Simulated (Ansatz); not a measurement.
# Screened interactions in Cs2ThCl6 (P-3m1)

How strongly is the local Coulomb interaction screened in Cs2ThCl6 (P-3m1)?

Program: Ansatz 0.2.0. Level of theory: non-magnetic LDA, then constrained RPA, plane waves, PAW. Results are calculated unless marked as measured.

## (1) The starting structure

The structure is trigonal, space group P-3m1 (No. 164). Conventional cell: a = 7.614 Å, b = 7.614 Å, c = 6.038 Å, α = 90.00°, β = 90.00°, γ = 120.00°. Nearest to Cs lie 12 Cl at 3.62 to 3.81 Å. Nearest to Th lie 6 Cl at 2.81 Å. Nearest to Cl lie 1 Th at 2.81 Å and 4 Cs at 3.62 to 3.81 Å. Farther neighbours and most contacts between anions are not listed.

The cell and positions come from the Crystallography Open Database and are kept as given unless a step says otherwise. The program's search for lower electronic states was switched off, so nothing shows that the state found is the lowest. Spin-orbit coupling is left out unless a step names it. The default PAW set here is soft_2. Its files were made with PBE.

## (2) LDA bands and orbital weights

This step: DFT, LDA, plane waves, PAW.

Input file input.yaml:

```yaml
crystal:
  lattice:
    - [0.0, -5.38391103, 5.38391103]
    - [5.38391103, 0.0, -5.38391103]
    - [3.48604093, 3.48604093, 3.48604093]
  atoms:
    - { symbol: Cs, position: [0.3333333333, 0.6666666667, 0.75] }
    - { symbol: Cs, position: [0.6666666667, 0.3333333333, 0.25] }
    - { symbol: Th, position: [0.0, 0.0, 0.0] }
    - { symbol: Cl, position: [0.178, 0.822, 0.256] }
    - { symbol: Cl, position: [0.178, 0.356, 0.256] }
    - { symbol: Cl, position: [0.644, 0.822, 0.256] }
    - { symbol: Cl, position: [0.822, 0.178, 0.744] }
    - { symbol: Cl, position: [0.356, 0.178, 0.744] }
    - { symbol: Cl, position: [0.822, 0.644, 0.744] }
kpoints:
  mp_grid: { grid: [6, 6, 4] }
  band_path:
    path:
      - [[0.0, 0.0, 0.0], [0.5, 0.0, 0.0], [0.33333333, 0.33333333, 0.0], [0.0, 0.0, 0.0], [0.0, 0.0, 0.5], [0.5, 0.0, 0.5], [0.33333333, 0.33333333, 0.5], [0.0, 0.0, 0.5]]
      - [[0.5, 0.0, 0.5], [0.5, 0.0, 0.0]]
      - [[0.33333333, 0.33333333, 0.5], [0.33333333, 0.33333333, 0.0]]
    npoints: 10
hamiltonian:
  xc: lda
scf:
  occupations: { method: gaussian, width: 0.08 }
  n_extra_bands: 21
  max_iter: 150
  lower_state_search: "off"
output:
  eigenvalues: true
  fatbands: true
  write_density: true
  write_potential: true
  elf: true
  volumetric_format: npy
```

Command:

```sh
$ ansatz run input.yaml --threads 8 --pin off --max-ram 18432MiB --backend cpu --events-out ev --progress --plain --runs-dir out
```

Numbers of over 12 decimals in the logs are rounded to 6 here.

Output:

```text
Th: projections on atomic orbitals take those of the free atom [Xe 4f14 5d10] 5f0 6s2 6p6 6d2 7s2, of charge +0.00 (hamiltonian.pseudopotentials.projection_atoms); the dataset's partial waves leave at most 9.8e-5 of an orbital's norm unspanned inside its sphere
scf.n_extra_bands = 21 over 36 filled bands (N_el = 72.0): the run solves 57 bands
Engine: ansatz 0.2.0, aarch64-unknown-linux-gnu
Pseudopotentials: kind: paw
Pseudopotential: Cs, paw, valence charge 9, recommended cutoff 420 eV (normal), Cs.paw.azcp
Pseudopotential: Th, paw, valence charge 12, recommended cutoff 420 eV (normal), Th.paw.azcp
Pseudopotential: Cl, paw, valence charge 7, recommended cutoff 420 eV (normal), Cl.paw.azcp
Functional definition: SPW92
  exchange = slater_x
  correlation = pw_c
Crystal: 9 atoms, lattice volume = 303.144 Å³
Basis set: ecut = 420 eV, 5871 PW (Γ)
Bands: 57, of which v1, the nominal top of the filled ones, is band 36 counted from 1 (35 counted from 0)
Symmetry: 12 space group operations
Space group: P-3m1 (ITA 164), of the structure as read, at distance tolerance 6.7e-5 Å
k-points: 24 of 144
Non-local potential: Cs, projectors of the file, l = 0: 3, l = 1: 2, l = 2: 2, l = 3: 2
Non-local potential: Th, projectors of the file, l = 0: 3, l = 1: 2, l = 2: 2, l = 3: 3
Non-local potential: Cl, projectors of the file, l = 0: 2, l = 1: 2, l = 2: 2
PAW form: soft (Blöchl's): semilocal exchange-correlation on the pseudo side does not see the compensation charge
PAW frozen core: Cs, regenerated for the run's functional, and the local potential with it (the file was generated under x = pbe(κ = 0.804, μ = 0.219515), c = pbe(β = 0.066725))
PAW frozen core: Th, regenerated for the run's functional, and the local potential with it (the file was generated under x = pbe(κ = 0.804, μ = 0.219515), c = pbe(β = 0.066725))
PAW frozen core: Cl, regenerated for the run's functional, and the local potential with it (the file was generated under x = pbe(κ = 0.804, μ = 0.219515), c = pbe(β = 0.066725))
PAW one-centre angular grid: Cs, 194 points (default); XC on 64 Gauss nodes
PAW one-centre angular grid: Th, 590 points (default); XC on 64 Gauss nodes
PAW one-centre angular grid: Cl, 110 points (default); XC on 64 Gauss nodes
Initial density: superposition of atomic densities (neutral atoms: chi_scale 0, normalization atom), corrected by the library's trained network
Initial wavefunctions: pseudopotential atomic-orbital guess
Functional: x = slater, c = lda
SCF iter   1: F=—  HF=-30165.224472 eV  |F-HF|=—  |Δ(HF+E_count)|=         —  Δρ=5.86e-3  dr2=1.52e-1  ethr=1.77e-3  ⟨swp⟩=7.6  Hψ=6288  notcnv=0  defer=50
preconditioner: auto → Resta (q_TF=auto, 2.147 Å⁻¹)  ε∞=3.4  [insulator: Δε(μ)=3.528 eV  Ē_g=11.195 eV  σ=0.080 eV  W_gap=1.00  n_scr=46 (ndim 8)  ℏωp=17.3 eV  f_vac=0.024  D(μ)=0.00/eV (n_scr^D=0)  ε∞_Penn≈3.4]
SCF iter   2: F=—  HF=-30165.187338 eV  |F-HF|=—  |Δ(HF+E_count)|=   3.71e-2  Δρ=2.68e-3  dr2=2.01e-2  ethr=2.12e-4  ⟨swp⟩=2.7  Hψ=2527  notcnv=0  defer=208
SCF iter   3: F=—  HF=-30165.183361 eV  |F-HF|=—  |Δ(HF+E_count)|=   3.98e-3  Δρ=1.39e-3  dr2=5.07e-3  ethr=2.79e-5  ⟨swp⟩=2.0  Hψ=1653  notcnv=0  defer=208
SCF iter   4: F=—  HF=-30165.182299 eV  |F-HF|=—  |Δ(HF+E_count)|=   1.06e-3  Δρ=1.45e-4  dr2=7.06e-5  ethr=7.05e-6  ⟨swp⟩=2.7  Hψ=1803  notcnv=0  defer=208
SCF iter   5: F=—  HF=-30165.182241 eV  |F-HF|=—  |Δ(HF+E_count)|=   5.81e-5  Δρ=3.09e-5  dr2=4.03e-6  ethr=9.81e-8  ⟨swp⟩=2.7  Hψ=1973  notcnv=0  defer=195
SCF iter   6: F=—  HF=-30165.182243 eV  |F-HF|=—  |Δ(HF+E_count)|=   1.84e-6  Δρ=6.81e-6  dr2=2.05e-7  ethr=5.59e-9  ⟨swp⟩=2.8  Hψ=2064  notcnv=0  defer=195
SCF iter   7: F=-30165.182243 eV  HF=-30165.182243 eV  |F-HF|=1.50e-9  |Δ(HF+E_count)|=   6.70e-8  Δρ=1.40e-6  dr2=9.38e-9  ethr=1.39e-10  ⟨swp⟩=10.5  Hψ=5075  notcnv=0
SCF 1 converged in 7 iterations: F = -30165.182243 eV  dr2 = 9.38e-9
  greatest PAW one-centre occupation: 0.981 electrons in one spin orbital (limit 2), on the Th atom at site 2 (counted from 0), in its partial waves of l = 0
NSCF: frozen V_eff on 93 k-points
SCF converged after 7 iterations
Free energy (F): -30165.182243 eV
Harris-Foulkes:  -30165.182243 eV  (|F-HF|=1.50e-9)
Internal energy: -30165.182243 eV  (E = F + TS)
E sigma→0 (E₀):  -30165.182243 eV
Fermi energy:    4.060773 eV
--- Per-component energies (eV) ---
  E_band       = -345.304830
  E_kinetic    = 1466.605525
  E_local      = -2597.403314  (includes V_loc(G=0)·N_el)
  E_nonlocal   = 407.136699
  E_hartree    = 808.938032
  E_xc         = -1363.314536
  E_vxc        = -1155.439597  (∫ρ·V_xc dr)
  E_paw        = -25246.695557  (= ΣΔE_a)
  E_vpaw       = -84.080959  (= ΣTr[D̂ρ^β])
  E_aug_tail   = 0.000595  (compensation charges beyond the density's cutoff)
  E_ewald      = -3642.374628
  E_core_change = 1.924942  (= ΣΔE_core)
  E_smearing   = -0.000000  (= −TS)
  E_closure    = -0.000000  (closes the sum)
  Σ components = -30165.182243   (vs F -30165.182243, Δ=0.00e0)
--- Band table (eV; the first three rows and the last of 24) ---
  k-point 0: bands = [... 32 lower, 1.8702, 1.9184, 1.9184, 2.1762, 5.9673, 6.1073, 6.1073, 6.1343, ... 17 higher]
  k-point 1: bands = [... 32 lower, 1.8342, 2.0376, 2.0376, 2.0690, 5.9571, 6.1000, 6.1000, 6.1518, ... 17 higher]
  k-point 2: bands = [... 32 lower, 1.8324, 1.8775, 2.0490, 2.0490, 5.9461, 6.0950, 6.0950, 6.1687, ... 17 higher]
  k-point 23: bands = [... 32 lower, 1.6701, 1.7112, 2.0218, 2.0218, 5.9615, 6.1110, 6.1110, 6.1233, ... 17 higher]
```

The job ended after 11 s (8 threads of Arm Neoverse V2, shared host; peak memory 1.5 GiB).

This step gave:

| Property | Result |
| --- | --- |
| filled bands | 36 |
| gap | 3.770 eV |
| valence top at | Γ |
| conduction bottom at | A |
| least direct gap | 3.791 eV |

The gap is indirect, with the least direct gap 0.02 eV higher.

The electronic bands at the labelled points (eV, zero at the Fermi level):

| point | band 33 | band 34 | band 35 | band 36 | band 37 | band 38 | band 39 | band 40 |
| --- | --- | --- | --- | --- | --- | --- | --- | --- |
| Γ | -2.19 | -2.14 | -2.14 | -1.88 | 1.91 | 2.05 | 2.05 | 2.07 |
| halfway | -2.26 | -2.14 | -2.08 | -1.99 | 1.92 | 2.03 | 2.04 | 2.06 |
| M | -2.35 | -2.32 | -2.04 | -2.03 | 1.93 | 2.01 | 2.03 | 2.07 |
| halfway | -2.34 | -2.28 | -2.12 | -1.96 | 1.93 | 2.01 | 2.04 | 2.06 |
| K | -2.29 | -2.21 | -2.21 | -1.94 | 1.93 | 2.01 | 2.05 | 2.05 |
| halfway | -2.26 | -2.14 | -2.11 | -1.99 | 1.92 | 2.03 | 2.04 | 2.06 |
| Γ | -2.19 | -2.14 | -2.14 | -1.88 | 1.91 | 2.05 | 2.05 | 2.07 |
| halfway | -2.23 | -2.02 | -2.02 | -1.99 | 1.90 | 2.04 | 2.04 | 2.09 |
| A | -2.23 | -2.18 | -2.01 | -2.01 | 1.89 | 2.03 | 2.03 | 2.11 |
| halfway | -2.31 | -2.10 | -2.09 | -1.98 | 1.89 | 2.03 | 2.06 | 2.08 |
| L | -2.32 | -2.27 | -2.03 | -2.00 | 1.90 | 2.03 | 2.06 | 2.07 |
| halfway | -2.35 | -2.29 | -2.04 | -2.01 | 1.90 | 2.03 | 2.06 | 2.07 |
| H | -2.39 | -2.35 | -2.04 | -2.04 | 1.90 | 2.05 | 2.05 | 2.06 |
| halfway | -2.33 | -2.14 | -2.07 | -1.98 | 1.89 | 2.03 | 2.06 | 2.08 |
| A | -2.23 | -2.18 | -2.01 | -2.01 | 1.89 | 2.03 | 2.03 | 2.11 |
| jump to L | -2.32 | -2.27 | -2.03 | -2.00 | 1.90 | 2.03 | 2.06 | 2.07 |
| halfway | -2.33 | -2.27 | -2.17 | -1.94 | 1.91 | 2.03 | 2.04 | 2.07 |
| M | -2.35 | -2.32 | -2.04 | -2.03 | 1.93 | 2.01 | 2.03 | 2.07 |
| jump to H | -2.39 | -2.35 | -2.04 | -2.04 | 1.90 | 2.05 | 2.05 | 2.06 |
| halfway | -2.40 | -2.09 | -2.09 | -2.09 | 1.92 | 2.04 | 2.05 | 2.05 |
| K | -2.29 | -2.21 | -2.21 | -1.94 | 1.93 | 2.01 | 2.05 | 2.05 |

Of the projections kept (Th 6d, Th 5f, Cl 3p), the largest for each band there; the rest of the weight can lie on other orbitals:

| point | band 33 | band 34 | band 35 | band 36 | band 37 | band 38 | band 39 | band 40 |
| --- | --- | --- | --- | --- | --- | --- | --- | --- |
| Γ | Cl 3p 0.90 | Cl 3p 0.97 | Cl 3p 0.97 | Cl 3p 1.00 | Th 5f 0.98 | Th 5f 0.96 | Th 5f 0.96 | Th 5f 0.96 |
| M | Cl 3p 0.95 | Cl 3p 0.92 | Cl 3p 0.97 | Cl 3p 0.98 | Th 5f 0.99 | Th 5f 0.95 | Th 5f 0.96 | Th 5f 0.96 |
| K | Cl 3p 0.95 | Cl 3p 0.96 | Cl 3p 0.96 | Cl 3p 0.98 | Th 5f 0.99 | Th 5f 0.95 | Th 5f 0.96 | Th 5f 0.96 |
| Γ | Cl 3p 0.90 | Cl 3p 0.97 | Cl 3p 0.97 | Cl 3p 1.00 | Th 5f 0.98 | Th 5f 0.96 | Th 5f 0.96 | Th 5f 0.96 |
| A | Cl 3p 0.93 | Cl 3p 1.00 | Cl 3p 0.99 | Cl 3p 0.99 | Th 5f 0.99 | Th 5f 0.96 | Th 5f 0.96 | Th 5f 0.95 |
| L | Cl 3p 0.91 | Cl 3p 0.95 | Cl 3p 0.95 | Cl 3p 0.99 | Th 5f 0.99 | Th 5f 0.96 | Th 5f 0.96 | Th 5f 0.96 |

Electrostatic potential energy in the ab plane at fractional z = 0.250, with atoms of Cs and Cl within 0.2 Å of it. With pseudopotentials it is smooth inside the atoms' cores, unlike the true potential.

Ten even steps from '_' (-47 eV) to '@' (9 eV), each cell a mean:
```
%%%%@@@@%%%%%%@@@@@@@@@@@@@@%%%%%%@@@@%%%%
%%@@%%**----**@@@@@@@@@@%%++--==##@@@@%%%%
@@%%++..__..**@@@@@@@@%%==____::##@@@@@@@@
@@##::____::##@@@@@@@@**..____--%%@@@@@@@@
@@**..__..++@@@@@@@@%%++____::**@@@@@@@@@@
@@**----**@@@@@@@@@@%%**--==##@@@@@@@@@@@@
@@%%%%%%@@@@@@@@@@@@@@%%%%%%@@@@@@@@@@@@@@
@@@@@@@@@@@@@@@@@@@@@@@@@@@@@@@@@@@@@@@@@@
@@@@@@@@@@@@@@@@@@@@@@@@@@@@@@@@@@@@@@@@@@
@@@@@@@@@@@@@@@@@@@@@@@@@@@@@@%%%%%%@@@@@@
@@@@@@@@####%%@@@@@@@@@@@@%%##****##%%@@@@
@@@@%%++::::**@@@@@@@@@@%%++======**%%@@@@
@@%%==____..**@@@@@@@@%%++==++====**%%@@@@
@@##..____::%%@@@@@@%%**==++++++==##@@@@@@
@@++..__::**@@@@@@@@%%++==++++==++%%@@@@@@
@@##==++##@@@@@@@@@@##++======++%%@@@@@@@@
@@%%%%%%@@@@@@@@@@@@%%**++++**%%@@@@@@@@@@
@@@@@@@@@@@@@@@@@@@@%%%%##%%%%@@@@@@@@@@@@
@@%%@@@@@@@@@@@@@@@@@@@@@@@@@@@@@@@@@@@@@@
%%%%%%@@@@@@@@@@@@@@@@@@@@@@@@@@@@@@@@@@%%
%%%%@@@@@@@@@@@@@@@@@@@@@@@@@@@@@@@@@@%%%%
```
Columns run along a (7.6 Å; values clipped at the 3rd and 97th percentile), rows up along b (7.6 Å). Atoms in or near the plane, at fractional coordinates: Cs at (0.67, 0.33), Cl at (0.18, 0.82), Cl at (0.18, 0.36), Cl at (0.64, 0.82).

ELF in the ab plane at fractional z = 0.250, with atoms of Cs and Cl within 0.2 Å of it. It is the smooth field of the valence electrons, not physical close to the nuclei.

Ten even steps from '_' (0.01) to '@' (0.88), each cell a mean:
```
__..==##@@@@@@%%++..__::**%%@@@@@@##--..__
..==%%@@@@@@@@@@++__..**@@@@@@@@@@##--____
==%%@@##**%%@@%%::__==@@@@##**%%@@##::____
##@@%%==++@@@@**....##@@%%==++@@@@**..__::
%%@@%%##%%@@%%::__==%%@@%%##%%@@%%--__..==
@@@@@@@@@@%%==____++@@@@@@@@@@%%++..__..**
%%@@@@@@##--______==%%@@@@@@##==..____..++
**##**==..________..++####++::__________::
::::..__..::--..____..::::____..::::______
____..--**####++::________..==##%%##--____
__::++%%@@@@@@%%==______--##@@@@@@@@##::__
..**@@@@@@@@@@@@++____==%%@@@@@@@@@@%%::__
++@@@@##**%%@@%%--__::%%@@%%--==@@@@##..__
%%@@%%==++@@@@##..__**@@%%::__--@@@@==__::
%%@@%%##%%@@%%--__--%%@@**..::%%@@##..__++
%%@@@@@@@@%%++____==@@@@%%##%%@@%%--__..**
##%%%%%%##==..____++@@@@@@@@@@%%==____..++
==++++==::..______--##@@@@%%**::______..::
......______________--++++--______________
________..--==::____________..--==--..____
..__..--**##%%**--______..==**%%##++::____
```
Columns run along a (7.6 Å), rows up along b (7.6 Å). Atoms in or near the plane, at fractional coordinates: Cs at (0.67, 0.33), Cl at (0.18, 0.82), Cl at (0.18, 0.36), Cl at (0.64, 0.82).

[end of part 1 of 3]

[Paths, hosts, dates, memory and timing lines, banners, echoed tables and standing remarks are left out of the program output.]

[Logs are printed without paths, hosts, clocks, repeated set-up lines and the standing remarks that a program may print on its own settings, such as how far it seeks lower states.]

[Runs of the session that timed out or met a known fault of the program may be left out.]

[Hosts, paths, dates, database ids (printed as entryN), source tags and the programs' standing remarks are cut or masked in the printed files.]
